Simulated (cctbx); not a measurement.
**EuTiS3 with cctbx, script by script**

Library: cctbx 2025.11. The data are simulated by the first script.

## 1. Simulate the data

run.py:

```python
from cctbx import adptbx, crystal, miller, sgtbx, xray
from cctbx.array_family import flex
from iotbx.shelx import hklf
from scitbx import matrix
import scitbx.random

cs = crystal.symmetry(unit_cell=(4.805, 4.805, 4.805, 90, 90, 90), space_group_symbol='Hall: -P 4 2 3')  # Pm-3m
atoms = [  # label, site, U (iso, or U11 U22 U33 U12 U13 U23 in A^2), occupancy
    ("Eu1", (0, 0, 0), (0.0063, 0.0063, 0.0063, 0.0000, 0.0000, 0.0000), 1),
    ("Ti1", (0.5, 0.5, 0.5), (0.0097, 0.0097, 0.0097, 0.0000, -0.0000, 0.0000), 1),
    ("S1", (0.5, 0, 0.5), (0.0087, 0.0063, 0.0087, 0.0000, 0.0000, 0.0000), 1),
]
xs = xray.structure(crystal_symmetry=cs)
for label, site, u, occ in atoms:
    u = adptbx.u_cif_as_u_star(cs.unit_cell(), u) if isinstance(u, tuple) else u
    xs.add_scatterer(xray.scatterer(label, site=site, u=u, occupancy=occ))
xs.set_inelastic_form_factors(0.56087, "sasaki")
xs.show_summary()
p1 = xs.expand_to_p1()
ms = miller.build_set(p1, anomalous_flag=True, d_min=1.1)
flex.set_random_seed(276627)
scitbx.random.set_random_seed(276627)
ms = ms.select(flex.random_double(ms.size()) < 0.95)
i = ms.structure_factors_from_scatterers(p1, algorithm="direct").f_calc().as_intensity_array().data()
i = i * 40000 / flex.max(i)
sig = flex.sqrt(i + flex.pow2(0.06 * i) + 2 ** 2)
noise = scitbx.random.variate(scitbx.random.normal_distribution())(i.size())
data = ms.array(data=i + sig * noise, sigmas=sig).set_observation_type_xray_intensity()
with open("data.hkl", "w") as f:
    data.export_as_shelx_hklf(f)
print("reflections written:", data.size(), " <I/sigma> = %.1f" % flex.mean(data.data() / data.sigmas()))
for h, a, b in list(data.sort("data"))[:12]:
    print("%4d%4d%4d %9.1f %7.1f" % (h + (a, b)))
```

```console
$ python run.py
```

```text
Number of scatterers: 3
At special positions: 3
Unit cell: (4.805, 4.805, 4.805, 90, 90, 90)
Space group: P m -3 m (No. 221)
reflections written: 350  <I/sigma> = 16.0
   0   0  -2   41419.4  2408.3
   0   2   0   40215.6  2408.3
   0  -2   0   39312.5  2408.3
  -2   0   0   39273.7  2408.3
   0   0   2   38530.8  2408.3
   2   0   0   36897.6  2408.3
   2  -2   0   31305.8  1714.0
   2   0   2   29614.0  1714.0
  -2  -2   0   29468.4  1714.0
   0  -2  -2   29429.3  1714.0
  -2   2   0   29284.6  1714.0
   0   2  -2   28990.7  1714.0
```

It took 0.44 s on 1 thread of Arm Neoverse N1, with other jobs on the host, peak memory 0.07 GiB.

## 2. Refinement (right model)

run.py:

```python
import math
from cctbx import adptbx, crystal, maptbx, sgtbx, xray
from cctbx.array_family import flex
from cctbx.xray import observations
from iotbx.shelx import hklf
from scitbx.lstbx import normal_eqns_solving
from smtbx import absolute_structure, utils
from smtbx.refinement import constraints, least_squares

cs = crystal.symmetry(unit_cell=(4.805, 4.805, 4.805, 90, 90, 90), space_group_symbol='Hall: -P 4 2 3')  # Pm-3m
atoms = [  # label, site, U (iso, or U11 U22 U33 U12 U13 U23 in A^2), occupancy
    ("Eu1", (0, 0, 0), 0.0200, 1),
    ("Ti1", (0.5, 0.5, 0.5), 0.0200, 1),
    ("S1", (0.5, 0, 0.5), 0.0200, 1),
]
xs = xray.structure(crystal_symmetry=cs)
for label, site, u, occ in atoms:
    u = adptbx.u_cif_as_u_star(cs.unit_cell(), u) if isinstance(u, tuple) else u
    xs.add_scatterer(xray.scatterer(label, site=site, u=u, occupancy=occ))
xs.set_inelastic_form_factors(0.56087, "sasaki")
raw = hklf.reader(file_name="data.hkl").as_miller_arrays(crystal_symmetry=cs, anomalous=True)[0]
merged = raw.eliminate_sys_absent().merge_equivalents()
fo2 = merged.array().set_observation_type_xray_intensity()
print("Rint %.3f, %d unique reflections to %.2f A" % (merged.r_int(), fo2.size(), fo2.d_min()))
for sc in xs.scatterers():
    sc.flags.set_grad_site(True)
    sc.flags.set_grad_u_aniso(sc.flags.use_u_aniso())
    sc.flags.set_grad_u_iso(sc.flags.use_u_iso())
obs = fo2.as_xray_observations()
extra = {}
rep = constraints.reparametrisation(xs, [], utils.connectivity_table(xs), **extra)
ls = least_squares.crystallographic_ls(obs, rep, weighting_scheme=least_squares.mainstream_shelx_weighting(a=0, b=0))
print("cycle     R1     wR2    GooF  max shift (A)")
for cycle in range(8):
    ls.build_up()
    r1, wr2, goof = ls.r1_factor(cutoff_factor=2)[0], ls.wR2(), ls.goof()
    old = xs.sites_cart()
    normal_eqns_solving.levenberg_marquardt_iterations(ls, n_max_iterations=3, tau=1e-06, step_threshold=1e-7)
    big = flex.max((xs.sites_cart() - old).norms())
    print("%4d %7.4f %7.4f %7.3f %9.5f" % (cycle + 1, r1, wr2, goof, big))
    ls.build_up(objective_only=True)
    if abs(ls.wR2() - wr2) < 5e-5 and big < 5e-4:
        break
ls.build_up()
print("final R1 %.4f wR2 %.4f GooF %.3f  parameters %d  data/parameter %.1f" % (ls.r1_factor(cutoff_factor=2)[0], ls.wR2(), ls.goof(), ls.n_parameters, fo2.size() / ls.n_parameters))
cov = ls.covariance_matrix_and_annotations()
su = dict(zip(cov.annotations, (math.sqrt(max(v, 0)) for v in cov.matrix.matrix_packed_u_diagonal())))
a2 = cs.unit_cell().reciprocal_parameters()[0] ** -2
print("atom        x        y        z      Ueq    occ   su(xyz)  su(Uiso or U11)")
for sc in xs.scatterers():
    s = max(su.get(sc.label + k, 0) for k in (".x", ".y", ".z"))
    npd = "" if sc.is_positive_definite_u(cs.unit_cell()) else "  NPD"
    print("%-5s %8.5f %8.5f %8.5f %8.4f %6.3f %8.5f %7.4f%s" % ((sc.label,) + sc.site + (sc.u_iso_or_equiv(cs.unit_cell()), sc.occupancy, s, su.get(sc.label + ".uiso", su.get(sc.label + ".u11", 0) * a2), npd)))
fo = fo2.f_sq_as_f()
fc = fo.structure_factors_from_scatterers(xs, algorithm="direct").f_calc()
diff = fo.f_obs_minus_f_calc(1 / math.sqrt(ls.scale_factor()), fc).average_bijvoet_mates()
m = diff.fft_map(symmetry_flags=maptbx.use_space_group_symmetry, resolution_factor=0.25).apply_volume_scaling()
print("difference map: max %.2f min %.2f rms %.2f" % (m.statistics().max(), m.statistics().min(), m.statistics().sigma()))
peaks = m.peak_search(parameters=maptbx.peak_search_parameters(min_distance_sym_equiv=0.6, max_clusters=6)).all()
near = xs.closest_distances(peaks.sites(), distance_cutoff=4)
sps = cs.special_position_settings(min_distance_sym_equiv=0.5)
for k, (x, h) in enumerate(zip(peaks.sites(), peaks.heights())):
    ss = sps.site_symmetry(x)
    print("Q%-3d %7.4f %7.4f %7.4f %4d %7.2f  %.2f A from %s" % ((k + 1,) + tuple(t % 1 for t in ss.exact_site()) + (ss.multiplicity(), h, near.smallest_distances[k], xs.scatterers()[near.i_seqs[k]].label)))
```

```console
$ python run.py
```

```text
Rint 0.046, 20 unique reflections to 1.10 A
cycle     R1     wR2    GooF  max shift (A)
   1  0.0598  0.1288   8.793   0.00000
   2  0.0046  0.0103   0.704   0.00000
final R1 0.0046 wR2 0.0103 GooF 0.704  parameters 3  data/parameter 6.7
atom        x        y        z      Ueq    occ   su(xyz)  su(Uiso or U11)
Eu1    0.00000  0.00000  0.00000   0.0061  1.000  0.00000  0.0003
Ti1    0.50000  0.50000  0.50000   0.0093  1.000  0.00000  0.0005
S1     0.50000  0.00000  0.50000   0.0079  1.000  0.00000  0.0005
difference map: max 0.10 min -0.13 rms 0.04
Q1    0.0000  0.0000  0.2732    6    0.10  1.31 A from Eu1
Q2    0.2934  0.5000  0.5000    6    0.09  0.99 A from Ti1
Q3    0.2400  0.2400  0.2400    8    0.08  2.00 A from Eu1
Q4    0.2741  0.2741  0.5000   12    0.05  1.53 A from Ti1
Q5    0.5000  0.5000  0.5000    1    0.04  0.00 A from Ti1
Q6    0.0000  0.0000  0.0000    1   -0.05  0.00 A from Eu1
```

Time: 0.64 s.

## 3. Simulate the data

run.py, as its changes from the last script of this kind:

```diff
@@ -20 +20 @@
-ms = miller.build_set(p1, anomalous_flag=True, d_min=1.1)
+ms = miller.build_set(p1, anomalous_flag=True, d_min=0.84)
```

```console
$ python run.py
```

```text
Number of scatterers: 3
At special positions: 3
Unit cell: (4.805, 4.805, 4.805, 90, 90, 90)
Space group: P m -3 m (No. 221)
reflections written: 721  <I/sigma> = 15.9
  -2   0   0   42876.2  2408.3
   0   0   2   41590.4  2408.3
   0   2   0   40068.3  2408.3
   0  -2   0   38323.0  2408.3
   0   0  -2   36191.6  2408.3
   2   0   0   36124.4  2408.3
  -2  -2   0   32938.3  1714.0
   2   0   2   30230.9  1714.0
  -2   0  -2   29235.3  1714.0
   0  -2   2   29111.2  1714.0
   2   2   0   29079.0  1714.0
   2  -2   0   28960.5  1714.0
```

Time: 0.43 s.

## 4. Refinement (right model)

run.py, as its changes from the last script of this kind:

```diff
@@ -20,0 +21 @@
+xs.convert_to_anisotropic()
```

```console
$ python run.py
```

```text
Rint 0.047, 34 unique reflections to 0.85 A
cycle     R1     wR2    GooF  max shift (A)
   1  0.0981  0.2005  15.066   0.00000
   2  0.0065  0.0124   0.932   0.00000
final R1 0.0065 wR2 0.0124 GooF 0.932  parameters 4  data/parameter 8.5
atom        x        y        z      Ueq    occ   su(xyz)  su(Uiso or U11)
Eu1    0.00000  0.00000  0.00000   0.0064  1.000  0.00000  0.0002
Ti1    0.50000  0.50000  0.50000   0.0097  1.000  0.00000  0.0003
S1     0.50000  0.00000  0.50000   0.0082  1.000  0.00000  0.0004
difference map: max 0.21 min -0.47 rms 0.07
Q1    0.3825  0.3825  0.3825    8    0.22  0.98 A from Ti1
Q2    0.1359  0.1359  0.5000   12    0.17  1.87 A from S1
Q3    0.1931  0.1931  0.1931    8    0.11  1.61 A from Eu1
Q4    0.2042  0.2042  0.3443   24    0.09  1.88 A from S1
Q5    0.0000  0.3736  0.3736   12    0.08  0.86 A from S1
Q6    0.1510  0.5000  0.5000    6    0.08  0.73 A from S1
```

Time: 0.64 s.

## 5. Simulate the data

run.py, as its changes from the last script of this kind:

```diff
@@ -20 +20 @@
-ms = miller.build_set(p1, anomalous_flag=True, d_min=0.84)
+ms = miller.build_set(p1, anomalous_flag=True, d_min=0.6)
```

```console
$ python run.py
```

```text
Number of scatterers: 3
At special positions: 3
Unit cell: (4.805, 4.805, 4.805, 90, 90, 90)
Space group: P m -3 m (No. 221)
reflections written: 2013  <I/sigma> = 15.3
   0   2   0   42736.1  2408.3
   0   0  -2   42425.1  2408.3
  -2   0   0   39900.9  2408.3
   0   0   2   39022.8  2408.3
   0  -2   0   38398.0  2408.3
   2   0   0   37723.5  2408.3
   2   0  -2   30305.6  1714.0
   2   0   2   29777.1  1714.0
   0  -2   2   29567.1  1714.0
   0  -2  -2   29187.1  1714.0
  -2  -2   0   29042.7  1714.0
  -2   0  -2   28642.4  1714.0
```

Time: 0.46 s.

## 6. Refinement (right model)

run.py:

```python
import math
from cctbx import adptbx, crystal, maptbx, sgtbx, xray
from cctbx.array_family import flex
from cctbx.xray import observations
from iotbx.shelx import hklf
from scitbx.lstbx import normal_eqns_solving
from smtbx import absolute_structure, utils
from smtbx.refinement import constraints, least_squares

cs = crystal.symmetry(unit_cell=(4.805, 4.805, 4.805, 90, 90, 90), space_group_symbol='Hall: -P 4 2 3')  # Pm-3m
atoms = [  # label, site, U (iso, or U11 U22 U33 U12 U13 U23 in A^2), occupancy
    ("Eu1", (0, 0, 0), 0.0200, 1),
    ("Ti1", (0.5, 0.5, 0.5), 0.0200, 1),
    ("S1", (0.5, 0, 0.5), 0.0200, 1),
]
xs = xray.structure(crystal_symmetry=cs)
for label, site, u, occ in atoms:
    u = adptbx.u_cif_as_u_star(cs.unit_cell(), u) if isinstance(u, tuple) else u
    xs.add_scatterer(xray.scatterer(label, site=site, u=u, occupancy=occ))
xs.set_inelastic_form_factors(0.56087, "sasaki")
xs.convert_to_anisotropic()
raw = hklf.reader(file_name="data.hkl").as_miller_arrays(crystal_symmetry=cs, anomalous=True)[0]
merged = raw.eliminate_sys_absent().merge_equivalents()
fo2 = merged.array().set_observation_type_xray_intensity()
print("Rint %.3f, %d unique reflections to %.2f A" % (merged.r_int(), fo2.size(), fo2.d_min()))
for sc in xs.scatterers():
    sc.flags.set_grad_site(True)
    sc.flags.set_grad_u_aniso(sc.flags.use_u_aniso())
    sc.flags.set_grad_u_iso(sc.flags.use_u_iso())
obs = fo2.as_xray_observations()
extra = {}
rep = constraints.reparametrisation(xs, [], utils.connectivity_table(xs), **extra)
ls = least_squares.crystallographic_ls(obs, rep, weighting_scheme=least_squares.mainstream_shelx_weighting(a=0, b=0))
print("cycle     R1     wR2    GooF  max shift (A)")
for cycle in range(8):
    ls.build_up()
    r1, wr2, goof = ls.r1_factor(cutoff_factor=2)[0], ls.wR2(), ls.goof()
    old = xs.sites_cart()
    normal_eqns_solving.levenberg_marquardt_iterations(ls, n_max_iterations=3, tau=1e-06, step_threshold=1e-7)
    big = flex.max((xs.sites_cart() - old).norms())
    print("%4d %7.4f %7.4f %7.3f %9.5f" % (cycle + 1, r1, wr2, goof, big))
    ls.build_up(objective_only=True)
    if abs(ls.wR2() - wr2) < 5e-5 and big < 5e-4:
        break
ls.build_up()
print("final R1 %.4f wR2 %.4f GooF %.3f  parameters %d  data/parameter %.1f" % (ls.r1_factor(cutoff_factor=2)[0], ls.wR2(), ls.goof(), ls.n_parameters, fo2.size() / ls.n_parameters))
cov = ls.covariance_matrix_and_annotations()
su = dict(zip(cov.annotations, (math.sqrt(max(v, 0)) for v in cov.matrix.matrix_packed_u_diagonal())))
a2 = cs.unit_cell().reciprocal_parameters()[0] ** -2
print("atom        x        y        z      Ueq    occ   su(xyz)  su(Uiso or U11)")
for sc in xs.scatterers():
    s = max(su.get(sc.label + k, 0) for k in (".x", ".y", ".z"))
    npd = "" if sc.is_positive_definite_u(cs.unit_cell()) else "  NPD"
    print("%-5s %8.5f %8.5f %8.5f %8.4f %6.3f %8.5f %7.4f%s" % ((sc.label,) + sc.site + (sc.u_iso_or_equiv(cs.unit_cell()), sc.occupancy, s, su.get(sc.label + ".uiso", su.get(sc.label + ".u11", 0) * a2), npd)))
fo = fo2.f_sq_as_f()
fc = fo.structure_factors_from_scatterers(xs, algorithm="direct").f_calc()
diff = fo.f_obs_minus_f_calc(1 / math.sqrt(ls.scale_factor()), fc).average_bijvoet_mates()
m = diff.fft_map(symmetry_flags=maptbx.use_space_group_symmetry, resolution_factor=0.25).apply_volume_scaling()
print("difference map: max %.2f min %.2f rms %.2f" % (m.statistics().max(), m.statistics().min(), m.statistics().sigma()))
peaks = m.peak_search(parameters=maptbx.peak_search_parameters(min_distance_sym_equiv=0.6, max_clusters=6)).all()
near = xs.closest_distances(peaks.sites(), distance_cutoff=4)
sps = cs.special_position_settings(min_distance_sym_equiv=0.5)
for k, (x, h) in enumerate(zip(peaks.sites(), peaks.heights())):
    ss = sps.site_symmetry(x)
    print("Q%-3d %7.4f %7.4f %7.4f %4d %7.2f  %.2f A from %s" % ((k + 1,) + tuple(t % 1 for t in ss.exact_site()) + (ss.multiplicity(), h, near.smallest_distances[k], xs.scatterers()[near.i_seqs[k]].label)))
```

```console
$ python run.py
```

```text
Rint 0.048, 79 unique reflections to 0.60 A
cycle     R1     wR2    GooF  max shift (A)
   1  0.1823  0.3847  29.210   0.00000
   2  0.0052  0.0133   1.010   0.00000
final R1 0.0052 wR2 0.0133 GooF 1.010  parameters 4  data/parameter 19.8
atom        x        y        z      Ueq    occ   su(xyz)  su(Uiso or U11)
Eu1    0.00000  0.00000  0.00000   0.0063  1.000  0.00000  0.0001
Ti1    0.50000  0.50000  0.50000   0.0097  1.000  0.00000  0.0001
S1     0.50000  0.00000  0.50000   0.0079  1.000  0.00000  0.0001
difference map: max 0.30 min -0.40 rms 0.07
Q1    0.2527  0.2527  0.2527    8    0.30  2.06 A from Ti1
Q2    0.5000  0.5000  0.5000    1    0.20  0.00 A from Ti1
Q3    0.0000  0.0000  0.5000    3    0.19  2.40 A from S1
Q4    0.0000  0.5000  0.5000    3    0.19  0.00 A from S1
Q5    0.1959  0.1959  0.4370   24    0.18  1.76 A from S1
Q6    0.4237  0.4237  0.4237    8    0.14  0.63 A from Ti1
```

Run time: 0.66 s on 1 thread of Arm Neoverse N1, on a shared host, peak memory 0.09 GiB.

[Logs are printed without paths, hosts, clocks, repeated set-up lines and the standing remarks that a program may print on its own settings, such as how far it seeks lower states.]
